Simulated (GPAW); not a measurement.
Ca2RuO4 (Cmce) has these O sites:
A. atom 7: 2 Ru at 1.96 Å and 2 Ca at 2.37 Å (4-fold, site symmetry m), then 1 O at 2.74 Å and 4 O at 2.77 Å
B. atom 11: 1 Ru at 2.09 Å, 1 Ca at 2.28 Å and 4 Ca at 2.67 Å (distorted octahedral, site symmetry 2), then 4 O at 2.86 Å and 4 O at 3.41 Å

Their O K edges were computed (GPAW, LDA, excited-electron core hole (neutral cell), 14-atom cell with 5.3 Å between holes, 4×4×4 k points, dipole transitions, Gaussian full width 0.9 eV up to 4 eV, rising linearly to 3.5 eV at 25 eV) and are given in random order.

On one photon-energy scale, from the lowest onset; each scaled to a mean of 1 over its first 20 eV.

```
E (eV)  spectrum 1  spectrum 2
 -2.00        0.00        0.00
 -1.25        0.00        0.00
 -0.50        0.04        0.02
  0.25        0.51        0.09
  1.00        0.17        0.66
  1.75        0.74        1.25
  2.50        1.23        2.09
  3.25        1.09        2.67
  4.00        1.15        1.10
  4.75        1.56        1.42
  5.50        1.35        1.12
  6.25        1.18        0.71
  7.00        0.92        0.82
  7.75        0.70        1.10
  8.50        0.85        1.20
  9.25        1.02        1.08
 10.00        0.99        1.03
 10.75        1.05        1.08
 11.50        1.46        1.10
 12.25        1.92        1.01
 13.00        1.82        0.79
 13.75        1.30        0.59
 14.50        0.92        0.50
 15.25        0.84        0.51
 16.00        0.84        0.56
 16.75        0.76        0.62
 17.50        0.65        0.71
 18.25        0.58        0.86
 19.00        0.55        1.02
 19.75        0.56        1.12
 20.50        0.57        1.12
 21.25        0.56        1.03
 22.00        0.53        0.93
 22.75        0.51        0.85
 23.50        0.51        0.79
 24.25        0.52        0.73
 25.00        0.56        0.69
 25.75        0.63        0.68
 26.50        0.70        0.71
 27.25        0.78        0.79
 28.00        0.85        0.90
 28.75        0.90        1.02
 29.50        0.94        1.12
 30.25        0.98        1.16
 31.00        1.03        1.12
 31.75        1.08        1.00
```

Question: Which spectrum belongs to which site?

Spectrum 1 is A (onset at +0.30 eV, maxima 0.1 eV (0.54), 2.0 eV (1.28), 4.5 eV (1.57) and 12.2 eV (1.96) above its own zero). Spectrum 2 is B (onset at +0.00 eV, maxima 1.6 eV (1.29), 3.0 eV (3.11) and 4.7 eV (1.43) above its own zero).

[Banner, clock and machine lines of the logs are left out without a mark of their own.]

[Logs are printed without paths, hosts, clocks, repeated set-up lines and the standing remarks that a program may print on its own settings, such as how far it seeks lower states.]

[Hosts, paths, dates, database ids (printed as entryN), source tags and the programs' standing remarks are cut or masked in the printed files.]

[Lists of maxima count a maximum above −3 eV only where it reaches 4 % of the highest in the window and stands out from its surroundings by 2 % of it (1.5 % where it reaches 55 %); shoulders and weaker maxima are passed over, and of the rest the first, up to two pre-edge ones and the few strongest are named.]
